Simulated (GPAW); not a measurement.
Consider YSe (Fm-3m).

```xyz
2
Lattice="0.0000 2.8515 2.8515 2.8515 0.0000 2.8515 2.8515 2.8515 0.0000" Properties=species:S:1:pos:R:3 pbc="T T T"
Y     2.8515    2.8515    2.8515
Se    0.0000    0.0000    0.0000
```

Absorber: atom 2, with 6 Y at 2.85 Å (octahedral, site symmetry m-3m). Method: GPAW, LDA, excited-electron core hole (neutral cell), 12-atom cell with 7.0 Å between holes, 3×3×3 k points, dipole transitions, Gaussian full width 2.33 eV up to 4 eV, rising linearly to 3.5 eV at 25 eV.

**Question.** Predict the near-edge structure at the Se K edge.

Main maxima up to 30 eV above the zero (height): 2.6 eV (1.29), 6.4 eV (1.86), 16.6 eV (1.01) and 24.2 eV (1.25). A K edge sees empty p states; the first features are Se p mixed into the empty d states of the Y neighbours, and the broad ones above probably into the cations' higher empty bands. 

The Se K spectrum (energy from the lowest empty level; intensity scaled to a mean of 1 over the first 20 eV):

| E (eV) | intensity |
| --- | --- |
| -2.0 | 0.02 |
| -1.5 | 0.05 |
| -1.0 | 0.12 |
| -0.5 | 0.24 |
| 0.0 | 0.41 |
| 0.5 | 0.62 |
| 1.0 | 0.86 |
| 1.5 | 1.07 |
| 2.0 | 1.23 |
| 2.5 | 1.29 |
| 3.0 | 1.27 |
| 3.5 | 1.24 |
| 4.0 | 1.24 |
| 4.5 | 1.33 |
| 5.0 | 1.50 |
| 5.5 | 1.69 |
| 6.0 | 1.83 |
| 6.5 | 1.85 |
| 7.0 | 1.74 |
| 7.5 | 1.51 |
| 8.0 | 1.25 |
| 8.5 | 0.99 |
| 9.0 | 0.78 |
| 9.5 | 0.64 |
| 10.0 | 0.57 |
| 10.5 | 0.56 |
| 11.0 | 0.57 |
| 11.5 | 0.58 |
| 12.0 | 0.58 |
| 12.5 | 0.58 |
| 13.0 | 0.60 |
| 13.5 | 0.63 |
| 14.0 | 0.69 |
| 14.5 | 0.77 |
| 15.0 | 0.85 |
| 15.5 | 0.92 |
| 16.0 | 0.98 |
| 16.5 | 1.00 |
| 17.0 | 1.00 |
| 17.5 | 0.96 |
| 18.0 | 0.91 |
| 18.5 | 0.86 |
| 19.0 | 0.83 |
| 19.5 | 0.83 |
| 20.0 | 0.85 |
| 20.5 | 0.89 |
| 21.0 | 0.94 |
| 21.5 | 0.99 |
| 22.0 | 1.05 |
| 22.5 | 1.12 |
| 23.0 | 1.18 |
| 23.5 | 1.23 |
| 24.0 | 1.25 |
| 24.5 | 1.25 |
| 25.0 | 1.23 |
| 25.5 | 1.19 |
| 26.0 | 1.15 |
| 26.5 | 1.10 |
| 27.0 | 1.06 |
| 27.5 | 1.01 |
| 28.0 | 0.97 |
| 28.5 | 0.94 |
| 29.0 | 0.90 |
| 29.5 | 0.87 |
| 30.0 | 0.83 |
| 30.5 | 0.80 |
| 31.0 | 0.78 |
| 31.5 | 0.77 |
| 32.0 | 0.76 |

The script folds with a Gaussian, whereas the core hole's own line is a Lorentzian, so the onset is too steep and the first peak too high. The primitive cell holds an odd number of electrons, so a spin-paired run has to come out metallic; that is right for a metal, but some such compounds are magnetic or distorted insulators. The mesh is coarse (0.36 Å⁻¹ between points), so small maxima may be mesh ripples. Lifetime broadening is put in by hand, and intensities beyond about 20 eV depend on it and on the partial waves. The structure is a published determination, not relaxed.

[Banner, clock and machine lines of the logs are left out without a mark of their own.]

[Logs are printed without paths, hosts, clocks, repeated set-up lines and the standing remarks that a program may print on its own settings, such as how far it seeks lower states.]

[Hosts, paths, dates, database ids (printed as entryN), source tags and the programs' standing remarks are cut or masked in the printed files.]

[Lists of maxima count a maximum above −3 eV only where it reaches 4 % of the highest in the window and stands out from its surroundings by 2 % of it (1.5 % where it reaches 55 %); shoulders and weaker maxima are passed over, and of the rest the first, up to two pre-edge ones and the few strongest are named.]
